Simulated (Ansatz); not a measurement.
# Lattice dynamics of Ac (Fm-3m, 1 atom in the cell), part 2 of 2

Task: relax Ac (Fm-3m, 1 atom in the cell), then find its harmonic phonons.

Ansatz 0.2.0; DFT PBEsol, scalar-relativistic, plane waves, PAW.

So far. Step 3 (Relaxing to small forces for the phonons): The forces vanish by symmetry. The volume is held at 37.45 Å³/atom, so a pressure of 3.81 GPa remains at this level.

## (4) Response at finite wavevector

Stability and thermal properties need the whole zone. Linear response on a 4×4×4 q mesh gives force constants as far as a supercell of that size would.

Input file input.yaml:

```yaml
crystal:
  lattice:
    - [0.0, 2.6555, 2.6555]
    - [2.6555, 0.0, 2.6555]
    - [2.6555, 2.6555, 0.0]
  atoms:
    - { symbol: Ac, position: [0.0, 0.0, 0.0] }
kpoints:
  mp_grid: { grid: [16, 16, 16] }
hamiltonian:
  xc: pbesol
scf:
  occupations: { method: methfessel_paxton, width: 0.2 }
output:
  eigenvalues: true
phonons:
  method: dfpt
  qmesh: [4, 4, 4]
  temperatures: { t_max: 400, t_step: 50 }
  qpath:
    path:
      - [[0.0, 0.0, 0.0], [0.5, 0.0, 0.5], [0.625, 0.25, 0.625]]
      - [[0.375, 0.375, 0.75], [0.0, 0.0, 0.0], [0.5, 0.5, 0.5], [0.5, 0.25, 0.75], [0.5, 0.0, 0.5]]
    npoints: 10
```

The run is started by

```bash
ansatz run input.yaml --threads 4 --pin off --max-ram 14336MiB --backend cpu --events-out ev --progress --plain --runs-dir out
```

Numbers of over 12 decimals in the logs are rounded to 6 here.

Output:

```text
[...]
Crystal: 1 atoms, lattice volume = 37.451 Å³
Basis set: ecut = 590 eV, 1243 PW (Γ), exchange–correlation on 72×72×72 points (8 copies of the dense FFT grid, shifted against one another)
Bands: 15, of which v1, the nominal top of the filled ones, is band 11 counted from 1 (10 counted from 0)
Symmetry: 48 space group operations
k-points: 145 of 4096
[...]
SCF iter   1: F=—  HF=-15858.367716 eV  |F-HF|=—  |Δ(HF+E_count)|=         —  Δρ=1.24e-2  dr2=8.68e-2  ethr=3.10e-3  ⟨swp⟩=7.6  Hψ=14112  notcnv=0
[...]
SCF iter   9: F=-15858.327369 eV  HF=-15858.327369 eV  |F-HF|=5.46e-12  |Δ(HF+E_count)|=  1.27e-11  S|Δr|=    0.00e0  Δρ=5.48e-8  dr2=9.54e-13  ethr=1.00e-12  ⟨swp⟩=7.5  Hψ=12679  notcnv=0
SCF 1 converged in 9 iterations: F = -15858.327369 eV  dr2 = 9.54e-13
[...]
NSCF: frozen V_eff on 145 k-points
[...]
DFPT response loops at q = (0, 0, 0) (fractional): preconditioner auto → Kerker (q_TF=auto, 2.478 Å⁻¹) (partly filled bands, converged f_vac=0.000); β = 1.00, the filter's whole step (`scf.mixing.beta` (0.50) is not read by the response loops under this deck's `scf.mixing.preconditioner`; to damp them name `kerker` or `kerker_dos`, under which they read `scf.mixing.beta`, and type it under 1.00, their step now; both keys bind the ground state too); Broyden in place of MSR1
[...]
SCF converged after 9 iterations
[...]
Free energy (F): -15858.327369 eV
[...]
Internal energy: -15858.325709 eV  (E = F + TS)
E sigma→0 (E₀):  -15858.326954 eV
Entropy (-TS):   -0.001660 eV (-1.660 meV/atom)
Fermi energy:    15.352398 eV
[...]
--- Band table (eV; the first three rows and the last of 145) ---
  k-point 0: bands = [... 7 lower, 1.3029, 1.3029, 11.0435, 17.0334, 17.0334, 17.0334, 17.7601, 19.4624]
  k-point 1: bands = [... 7 lower, 1.2917, 1.2917, 11.2093, 16.6558, 17.0792, 17.0792, 18.2012, 19.2528]
  k-point 2: bands = [... 7 lower, 1.2598, 1.2598, 11.6551, 16.1898, 17.1898, 17.1898, 18.7334, 18.9286]
  k-point 144: bands = [... 7 lower, -0.1600, 0.4421, 14.4432, 16.0433, 16.0433, 17.0331, 19.9982, 19.9982]
--- Phonons (Γ-DFPT): 1 representative perturbation + reference (Σ response iterations 3) ---
  ASR residual: 1.154e-4 → 0.000e0 eV/Å²; symmetrization residual: 6.548e-11 eV/Å²
  ASR residual per site (eV/Å²): 1.15e-4
  Γ frequencies (cm⁻¹): 0.00 0.00 0.00
--- Phonons (arbitrary-q DFPT): 8 irreducible q on the 4×4×4 mesh ---
  q = [0.0000, 0.0000, 0.0000] (star 1, of the zone-centre solve; hermiticity 1.29e-8, symmetrization 5.67e-7): -0.00 0.00 0.00
  q = [0.0000, 0.0000, 0.2500] (star 8, 1 solved perturbation on 2176 of 4096 k-point pairs; hermiticity 8.36e-13, symmetrization 3.51e-11): 32.11 32.11 65.50
[...]
q = [0.0000, 0.2500, 0.2500] (star 6, 2 solved perturbations in 1808 linear systems a pass and spin channel, the states on 1160 of 4096 k-point pairs; hermiticity 1.18e-12, symmetrization 2.02e-12): 50.45 50.45 55.97
[...]
sum rule: each row above includes the acoustic sum rule's correction from the zone centre's row sums; it moved no ω² by more than (0.37 cm⁻¹)²
  mesh force constants: q→R imaginary residual 0.00e0; ASR residual 1.154e-4 → 0.000e0 eV/Å²; symmetrization residual 8.882e-16 eV/Å²
  interpolated dispersion: 62 rows × 3 modes
  density of states and harmonic sums: on the 20×20×20 q-mesh, interpolated from the force constants of a 4×4×4 supercell (no non-analytic term)
  largest difference from the sums on the solved wave vectors: F 3.59e-3 eV, S 1.30e-5 and C_V 4.01e-6 eV/K
  zero-point energy: 0.010288 eV/cell   skipped modes (ω ≤ 0): 3   left out of the sums: 1.25e-4 of the cell's modes: C_V's classical limit lies that fraction below 3 k_B per atom; for a crystal, a wire or a layer, F and S can be off by more, and a phonons.interpolated_qmesh denser along its periods is the remedy for the sampling
```

Wall time 7 min (4 threads of Arm Neoverse V2, shared host); peak memory 8.1 GiB.

Numbers from this step:

```
sum-rule residual before enforcement                    : 1.15e-4 eV/Å²
lowest frequency on the path                            : 0 cm⁻¹
highest frequency on the path or at a solved wavevector : 97.8 cm⁻¹
mean frequency                                          : 55.3 cm⁻¹
Debye temperature (second moment)                       : 106 K
logarithmic mean frequency                              : 53.1 cm⁻¹
lowest mode on the q mesh (acoustic modes at Γ apart)   : 23.21 cm⁻¹
zero-point energy per atom                              : 10.29 meV
heat capacity at 300 K                                  : 24.78 J/(mol atoms K)
vibrational entropy at 300 K                            : 59.13 J/(mol atoms K)
```

Frequencies (cm⁻¹) solved at each irreducible wavevector; negative means imaginary. Frequencies by wavevector, by row:

```csv
q in reciprocal lattice units,star,mode 1,mode 2,mode 3
0 0 0,1,0,0,0
0 0 0.25,8,32.1,32.1,65.5
0 0 -0.5,4,23.2,23.2,82.6
0 0.25 0.25,6,50.5,50.5,56
0 0.25 -0.5,24,45.6,58.5,71.2
0 0.25 -0.25,12,42.1,62.4,68.2
0 -0.5 -0.5,3,61.7,61.7,97.8
0.25 -0.5 -0.25,6,60.9,61.9,61.9
```

Interpolated from a 4×4×4 q mesh. Phonon branches along the path, in cm⁻¹:

```csv
point,branch 1,branch 2,branch 3
Γ,0,0,0
halfway,50,50,56
X,62,62,98
halfway,57,62,90
U,49,63,76
jump to K,49,63,76
halfway,36,59,62
Γ,0,0,0
halfway,32,32,66
L,23,23,83
halfway,43,50,72
W,61,62,62
halfway,58,61,84
X,62,62,98
```

The phonon branches as a text plot (rows in cm⁻¹):

```
     96 |           ***                                        **
     92 |              *
     88 |         **                                          *
     84 |               *                       ***
     79 |        *       *                    **   **        *
     75 |                 *                          *      *
     71 |                  *                 *        **
     67 |       *           ****            *           *  *
     63 |            ************                        **    **
     59 |         *** **        *                       ********
     55 |      ***      *        *         *           *    **
     51 |      *         *                            * *
     47 |    **           **                           *
     43 |    **             ***   **      *          **
     39 |                      *                    **
     35 |   *                   *            *
     31 |                        *  *    *  * **   **
     26 |  *                        *      *    * **
     22 |  *                      **      *      **
     18 |                            *
     14 | *                         **  **
     10 | *
      6 |                            *  *
      2 |*                            **
         Γ           X  U|K            Γ         L        W     X
```

Tetrahedra on a 20×20×20 mesh, mean over bins of 1 cm-1. Interpolated from a 4×4×4 q mesh. The phonon density of states by wavenumber; read off at these points:

wavenumber (cm⁻¹), phonon density of states (1/cm⁻¹/cell) and a bar:
```
     2.50      0.000 
     5.00      0.000 
     7.50      0.000 
    10.00      0.001 
    12.50      0.001 
    15.00      0.002 
    17.50      0.003 #
    20.00      0.003 #
    22.50      0.004 #
    25.00      0.009 ##
    27.50      0.014 ####
    30.00      0.021 #####
    32.50      0.034 #########
    35.00      0.038 #########
    37.50      0.043 ###########
    40.00      0.049 ############
    42.50      0.057 ##############
    45.00      0.060 ###############
    47.50      0.060 ###############
    50.00      0.063 ################
    52.50      0.067 #################
    55.00      0.072 ##################
    57.50      0.078 ###################
    60.00      0.106 ##########################
    61.50      0.120 ##############################
    62.50      0.085 #####################
    65.00      0.031 ########
    67.50      0.055 ##############
    70.00      0.072 ##################
    70.50      0.075 ###################
    72.50      0.056 ##############
    75.00      0.040 ##########
    77.50      0.031 ########
    80.00      0.022 #####
    82.50      0.008 ##
    85.00      0.006 #
    87.50      0.005 #
    90.00      0.004 #
    92.50      0.003 #
    95.00      0.002 
    97.50      0.000
```

Second derivatives of the energy by pair, one row for each kind of neighbour of each atom listed. Each entry sums the pair over the periodic images of the supercell that the q mesh stands for, and in a polar crystal it holds the long-range dipole part too. Force constants by pair, by row:

```csv
atom,neighbour,distance (Å),third of the trace (eV/Å²),along the pair's line (eV/Å²)
Ac1,itself,0,2.736,–
Ac1,Ac,3.755,-0.1756,-0.6095
Ac1,Ac,5.311,0.0778,0.1878
Ac1,Ac,6.505,-0.0474,0.0127
```

Harmonic thermodynamic functions per atom, from the density of states. Interpolated from a 4×4×4 q mesh. Thermodynamic functions, by row:

```csv
T (K),F_vib (meV/atom),S (J/mol-atom/K),C_V (J/mol-atom/K)
0,10.29,0,0
50,6.9,16.97,20.12
100,-6.23,32.34,23.59
200,-49.38,49.11,24.59
300,-105.8,59.13,24.78
400,-171,66.27,24.85
```

Harmonic mean-square displacement, third of the trace. Interpolated from a 4×4×4 q mesh. Mean square displacements, by row:

```csv
T (K),Ac1 U_eq (Å²)
0,0.00147
100,0.00485
300,0.01407
600,0.02805
```

Symmetry leaves 8 wavevectors to solve. The lowest mode among them, the acoustic zeros apart, lies at q = (0, 0, -0.5) and is real, 23.2 cm⁻¹.

## (5) Summary of results

* space group (within 0.01 Å): Fm-3m
* volume per atom: 37.5 Å³
* electronic character: no gap on this mesh
* lowest mode on the q mesh (acoustic modes at Γ apart): 23.2 cm⁻¹
* highest frequency on the path or at a solved wavevector: 97.8 cm⁻¹
* zero-point energy per atom: 10.3 meV
* heat capacity at 300 K: 24.8 J/(mol atoms K)
* vibrational entropy at 300 K: 59.1 J/(mol atoms K)
* Debye temperature (second moment): 106 K
* imaginary modes on the 4×4×4 q mesh: none

The structure is a minimum as far as tested: no mode is imaginary at the 8 irreducible wavevectors of the 4×4×4 mesh, and the softest away from the acoustic zeros lies at 23 cm⁻¹. The volume was held at that of the database entry and not relaxed, so the modes belong to a cell under 3.81 GPa at this level. With no gap, or one that is small against the smearing, the frequencies hang on the k mesh and the smearing, most of all near Kohn anomalies. Spin-orbit coupling is left out, which can matter for the heavy elements here. These are harmonic frequencies at zero temperature: anharmonic shifts, linewidths and thermal expansion are left out.

[Logs are printed without paths, hosts, clocks, repeated set-up lines and the standing remarks that a program may print on its own settings, such as how far it seeks lower states.]

[Hosts, paths, dates, database ids (printed as entryN), source tags and the programs' standing remarks are cut or masked in the printed files.]
